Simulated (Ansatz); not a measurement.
**How Ir (Iridium, Fm-3m) expands on warming**

Wanted: α(T), C_P(T) and B(T) of Iridium in the quasi-harmonic approximation.

Calculated with Ansatz 0.2.0; DFT LDA, scalar-relativistic, plane waves, PAW; PAW set soft_1.

Most raw output is cut from this account.

The database entry behind the starting cell differs from later determinations by our own check (0.1 to 0.3 % short, probably kX units), so it need not match the best structure at ambient conditions.

### 1. The starting structure

Symmetry: Fm-3m, No. 225, cubic system. Conventional cell: a = 3.831 Å, b = 3.831 Å, c = 3.831 Å, α = 90.00°, β = 90.00°, γ = 90.00°. Nearest to Ir lie 12 Ir at 2.71 Å.

Structure file:

```cif
data_structure
_symmetry_space_group_name_H-M 'Fm-3m'
_symmetry_Int_Tables_number 225
_cell_length_a 3.8312
_cell_length_b 3.8312
_cell_length_c 3.8312
_cell_angle_alpha 90.000
_cell_angle_beta 90.000
_cell_angle_gamma 90.000
_cell_volume 56.23
loop_
_atom_site_label
_atom_site_type_symbol
_atom_site_symmetry_multiplicity
_atom_site_Wyckoff_symbol
_atom_site_fract_x
_atom_site_fract_y
_atom_site_fract_z
_atom_site_occupancy
Ir1 Ir 4 a 0.00000 0.00000 0.00000 1
```

### 2. A first coarse run

Before spending time, one coarse run tells the gap and the pressure of the starting cell.

File input.yaml:

```yaml
crystal:
  lattice:
    - [0.0, 1.9156, 1.9156]
    - [1.9156, 0.0, 1.9156]
    - [1.9156, 1.9156, 0.0]
  atoms:
    - { symbol: Ir, position: [0.0, 0.0, 0.0] }
kpoints:
  mp_grid: { grid: [8, 8, 8] }
hamiltonian:
  xc: lda
  pseudopotentials: { kind: paw, azcp: { folder: soft_1 }, xc_functional: pbe }
scf:
  occupations: { method: gaussian, width: 0.1 }
  lower_state_search: "off"
output:
  forces: true
  stress: true
  eigenvalues: true
```

On the command line:

```sh
> ansatz run input.yaml --threads 8 --pin off --max-ram 16384MiB --backend cpu --events-out ev --progress --plain --runs-dir out
```

Run time: 0.86 s. Hardware: 8 threads of Arm Neoverse V1, shared host; peak memory 0.25 GiB; 1.4 s of CPU time.

This step gave:

```yaml
pressure: -4.716 GPa
volume_per_atom: 14.06 Å³/atom
gap_on_the_k_mesh: 0 eV
```

The start is under -4.7 GPa at this level and looks like a metal on this mesh.

### 3. Relaxation

The vibrations must be taken about the equilibrium of this functional, not about the starting cell, so the structure is relaxed.

input.yaml: that of step 2 with these lines changed.

```diff
@@ -8,3 +8,3 @@
 kpoints:
-  mp_grid: { grid: [8, 8, 8] }
+  mp_grid: { grid: [18, 18, 18] }
 hamiltonian:
@@ -19 +19,6 @@
   eigenvalues: true
+relax:
+  adjacent_minimum: "off"
+  f_tol: 0.005
+  max_steps: 80
+  cell: { stress_tol: 0.05 }
```

The job ended after 2.1 s (8 threads; peak memory 0.32 GiB; 13 s of CPU time).

Step by step:

```
step  energy less that of the first step (eV)  largest force component (eV/Å)  pressure (GPa)  volume (Å³)
   1                                   0.0000                          0.0000           -6.20        14.06
   2                                   0.0108                          0.0000           12.73        13.44
   3                                  -0.0044                          0.0000           -0.37        13.85
   4                                  -0.0044                          0.0000            0.01        13.84
  5*                                  -0.0044                          0.0000            0.02        13.84
```

Relaxation steps marked * repeat the geometry before them on a plane-wave basis chosen anew for their cell, so energy and pressure can jump there. Relaxation step 2 was tried and not accepted.

```
conventional cell, symmetrised  before  after  change
                         a (Å)   3.831  3.811  -0.5 %
                         b (Å)   3.831  3.811  -0.5 %
                         c (Å)   3.831  3.811  -0.5 %
              volume (Å³/atom)   14.06  13.84  -1.6 %
```

Final coordinates:

```xyz
1
Lattice="0.0000 1.9054 1.9054 1.9054 0.0000 1.9054 1.9054 1.9054 0.0000" Properties=species:S:1:pos:R:3 pbc="T T T"
Ir    0.0000    0.0000    0.0000
```

This step gave:

| Quantity | Value |
| --- | --- |
| pressure | 0.01683 GPa |
| volume per atom | 13.84 Å³/atom |

The relaxation ends with a pressure of 0.02 GPa.

### 4. Tight relaxation

The thresholds are tightened for a last relaxation ahead of the phonons, and where mesh or smearing change with them the cell follows.

input.yaml, the sections that differ from step 3:

```yaml
crystal:
  lattice:
    - [0.0, 1.9054439644, 1.9054439644]
    - [1.9054439644, 0.0, 1.9054439644]
    - [1.9054439644, 1.9054439644, 0.0]
  atoms:
    - { symbol: Ir, position: [0.0, 0.0, 0.0] }
kpoints:
  mp_grid: { grid: [20, 20, 20] }
scf:
  occupations: { method: methfessel_paxton, width: 0.2 }
  lower_state_search: "off"
relax:
  adjacent_minimum: "off"
  f_tol: 0.001
  max_steps: 60
  cell: { stress_tol: 0.01 }
# hamiltonian, output: as in step 3
```

It took 2.1 s on 8 threads; peak memory 0.34 GiB.

Little changed from the start: no atom moved by 0.005 Å and no cell edge by 0.1 %.

This step gave:

| Property | Result |
| --- | --- |
| pressure | -1.22e-4 GPa |
| volume per atom | 13.83 Å³/atom |

The residual pressure is -1.2e-4 GPa, small enough for phonons.

### 5. Phonons on strained cells

Thermal expansion follows from how the free energy of the vibrations (and of the electrons in a metal) changes with strain, so the program makes strained cells, their phonons and a fit in one run.

input.yaml, the sections that differ from step 4:

```yaml
crystal:
  lattice:
    - [0.0, 1.9052248747, 1.9052248747]
    - [1.9052248747, 0.0, 1.9052248747]
    - [1.9052248747, 1.9052248747, 0.0]
  atoms:
    - { symbol: Ir, position: [0.0, 0.0, 0.0] }
output:
  eigenvalues: true
phonons:
  method: dfpt
  qmesh: [4, 4, 4]
  temperatures: { t_max: 1200.0, t_step: 50 }
  thermal_expansion: {}
# kpoints, hamiltonian, scf: as in step 4
# relax: removed
```

The job ended after 9.4 min (8 threads; peak memory 4.1 GiB).

This step gave:

```
pressure                                         : -0.02074 GPa
volume expansion coefficient at 298 K            : 18.21 1e-6/K
C_P at 298 K                                     : 24.77 J/mol-atom/K
entropy at 298 K                                 : 34.85 J/mol-atom/K
isothermal bulk modulus at 298 K                 : 392.9 GPa
Grüneisen parameter at 298 K                     : 2.452
volume at 298 K                                  : 13.91 Å³/atom
principal linear expansion coefficients at 298 K : 6.07, 6.07, 6.07 1e-6/K
```

Strained cells of the study; zero-point energy where phonons were solved; the pressures are stresses at a fixed cutoff and can carry an offset from the finite basis. Expansion cells, by row:

```csv
cell,|a| (Å),|b| (Å),|c| (Å),V (Å³/atom),E - E_lowest (meV/atom),"pressure, compression positive (GPa)",gap (eV),zero-point energy (meV/atom)
1,2.694,2.694,2.694,13.83,0,-0.043,-,-
2,2.716,2.716,2.716,14.17,9.834,-9.194,-,-
3,2.673,2.673,2.673,13.5,10.23,10.28,-,-
4,2.695,2.695,2.695,13.83,0.002,-0.139,-,28.38
5,2.708,2.708,2.708,14.04,4.02,-5.99,-,27.32
6,2.714,2.714,2.714,14.14,8.408,-8.535,-,26.83
7,2.724,2.724,2.724,14.3,18.55,-12.39,-,26.06
8,2.668,2.668,2.668,13.43,15.89,12.96,-,-
9,2.681,2.681,2.681,13.63,3.836,6.169,-,-
10,2.739,2.739,2.739,14.53,40.82,-17.77,-,-
```

Quasi-harmonic; a, b, c are the run's own cell vectors. Expansion, by row:

```csv
T (K),a (Å),b (Å),c (Å),alpha (deg),beta (deg),gamma (deg),cell volume (Å³/cell),alpha_a (1e-6/K),alpha_b (1e-6/K),alpha_c (1e-6/K),alpha_V (1e-6/K),C_P (J/mol-atom/K),C_V (J/mol-atom/K),S (J/mol-atom/K),B_T (GPa),B_S (GPa),Grueneisen,extrapolation,fit error (1e-6/K)
0,2.696,2.696,2.696,60,60,60,13.86,0,0,0,0,0,0,0,403.7,403.7,-,0,0
50,2.696,2.696,2.696,60,60,60,13.86,1.59,1.59,1.59,4.76,6.927,6.924,2.523,403.4,403.6,2.315,0,0
100,2.697,2.697,2.697,60,60,60,13.87,4.11,4.11,4.11,12.33,17.21,17.16,10.97,401.7,402.9,2.411,0,0
150,2.697,2.697,2.697,60,60,60,13.88,5.15,5.15,5.15,15.44,21.3,21.18,18.84,399.6,401.9,2.434,0,0
200,2.698,2.698,2.698,60,60,60,13.89,5.62,5.62,5.62,16.87,23.14,22.95,25.25,397.4,400.7,2.443,0,0
250,2.699,2.699,2.699,60,60,60,13.9,5.89,5.89,5.89,17.68,24.15,23.89,30.54,395.2,399.4,2.449,0,0
298.1,2.7,2.7,2.7,60,60,60,13.91,6.07,6.07,6.07,18.21,24.77,24.45,34.85,392.9,398.2,2.452,0,0
300,2.7,2.7,2.7,60,60,60,13.91,6.08,6.08,6.08,18.23,24.79,24.46,35,392.9,398.1,2.452,0,0
350,2.7,2.7,2.7,60,60,60,13.92,6.21,6.21,6.21,18.64,25.26,24.86,38.86,390.5,396.8,2.455,0,0
400,2.701,2.701,2.701,60,60,60,13.94,6.33,6.33,6.33,18.98,25.62,25.15,42.26,388.1,395.4,2.458,0,0
450,2.702,2.702,2.702,60,60,60,13.95,6.43,6.43,6.43,19.28,25.93,25.39,45.29,385.8,394,2.461,0,0.01
500,2.703,2.703,2.703,60,60,60,13.96,6.52,6.52,6.52,19.55,26.21,25.59,48.04,383.3,392.6,2.463,0,0.01
550,2.704,2.704,2.704,60,60,60,13.98,6.61,6.61,6.61,19.82,26.47,25.77,50.55,380.9,391.1,2.465,0,0.01
600,2.705,2.705,2.705,60,60,60,13.99,6.69,6.69,6.69,20.07,26.71,25.94,52.86,378.4,389.7,2.467,0,0.01
650,2.706,2.706,2.706,60,60,60,14.01,6.77,6.77,6.77,20.32,26.94,26.09,55.01,375.9,388.2,2.47,0,0.01
700,2.707,2.707,2.707,60,60,60,14.02,6.86,6.86,6.86,20.57,27.17,26.24,57.01,373.4,386.7,2.472,0,0.01
750,2.708,2.708,2.708,60,60,60,14.04,6.94,6.94,6.94,20.82,27.4,26.38,58.9,370.9,385.2,2.474,0,0.01
800,2.708,2.708,2.708,60,60,60,14.05,7.03,7.03,7.03,21.08,27.63,26.52,60.67,368.3,383.7,2.477,0,0
850,2.709,2.709,2.709,60,60,60,14.06,7.11,7.11,7.11,21.34,27.86,26.66,62.35,365.7,382.1,2.479,0,0
900,2.71,2.71,2.71,60,60,60,14.08,7.2,7.2,7.2,21.6,28.09,26.8,63.95,363.1,380.6,2.481,0,0
950,2.711,2.711,2.711,60,60,60,14.1,7.29,7.29,7.29,21.87,28.33,26.94,65.48,360.4,379,2.483,0,0
1000,2.712,2.712,2.712,60,60,60,14.11,7.38,7.38,7.38,22.14,28.57,27.08,66.94,357.7,377.4,2.486,0,0
1050,2.713,2.713,2.713,60,60,60,14.13,7.47,7.47,7.47,22.42,28.81,27.22,68.34,355,375.8,2.488,0,0
1100,2.714,2.714,2.714,60,60,60,14.14,7.57,7.57,7.57,22.71,29.06,27.36,69.68,352.3,374.2,2.491,0,0.01
1150,2.715,2.715,2.715,60,60,60,14.16,7.67,7.67,7.67,23.01,29.31,27.5,70.98,349.5,372.6,2.493,0,0.01
1200,2.717,2.717,2.717,60,60,60,14.18,7.77,7.77,7.77,23.31,29.57,27.64,72.23,346.7,370.9,2.496,0,0.01
```

Expansion coefficient against temperature; values in 1e-6/K:

```csv
temperature (K),volume,principal 1
0,0,0
50,4.76,1.59
100,12.3,4.11
150,15.4,5.15
200,16.9,5.62
250,17.7,5.89
298,18.2,6.07
300,18.2,6.08
350,18.6,6.21
400,19.0,6.33
450,19.3,6.43
500,19.6,6.52
550,19.8,6.61
600,20.1,6.69
650,20.3,6.77
700,20.6,6.86
750,20.8,6.94
800,21.1,7.03
850,21.3,7.11
900,21.6,7.2
950,21.9,7.29
1000,22.1,7.38
1050,22.4,7.47
1100,22.7,7.57
1150,23.0,7.67
1200,23.3,7.77
```

At 298 K the volume expansion is 18.2 × 10⁻⁶/K and B_T is 393 GPa. The q-mesh is coarse, so this is a first estimate. The program raised the cutoff to 487.2 eV by itself: with no cutoff typed, the study takes about 1.16 times the default for its relaxations and scales it with the volume for the phonons.

### 6. What came out

```yaml
settings_of_these_figures: LDA, 487.2 eV, k 20×20×20, q 4×4×4
volume_expansion_coefficient_at_298_k: 18.21 1e-6/K
c_p_at_298_k: 24.77 J/mol-atom/K
entropy_at_298_k: 34.85 J/mol-atom/K
isothermal_bulk_modulus_at_298_k: 392.9 GPa
grueneisen_parameter_at_298_k: 2.452
volume_at_298_k: 13.91 Å³/atom
principal_linear_expansion_coefficients_at_298_k: 6.07, 6.07, 6.07 1e-6/K
```

What this shows: Near room temperature Iridium expands by 18.2 × 10⁻⁶/K in volume by LDA, with C_P = 24.8 J/(mol K) per mole of atoms and B_T = 393 GPa. The q-mesh is coarse, and the expansion can converge slowly with it. C_P at room temperature is 99 % of the classical 3R an atom. In this metal the study includes the electrons' free energy, which adds a term that grows with temperature, so the heat capacities need not level off at 3R. The PAW files were made for PBE and are used here under another functional, for which the program regenerates the frozen cores.

[Logs are printed without paths, hosts, clocks, repeated set-up lines and the standing remarks that a program may print on its own settings, such as how far it seeks lower states.]

[Hosts, paths, dates, database ids (printed as entryN), source tags and the programs' standing remarks are cut or masked in the printed files.]

[A step with changed settings may run another functional than the one named; its input shows which.]
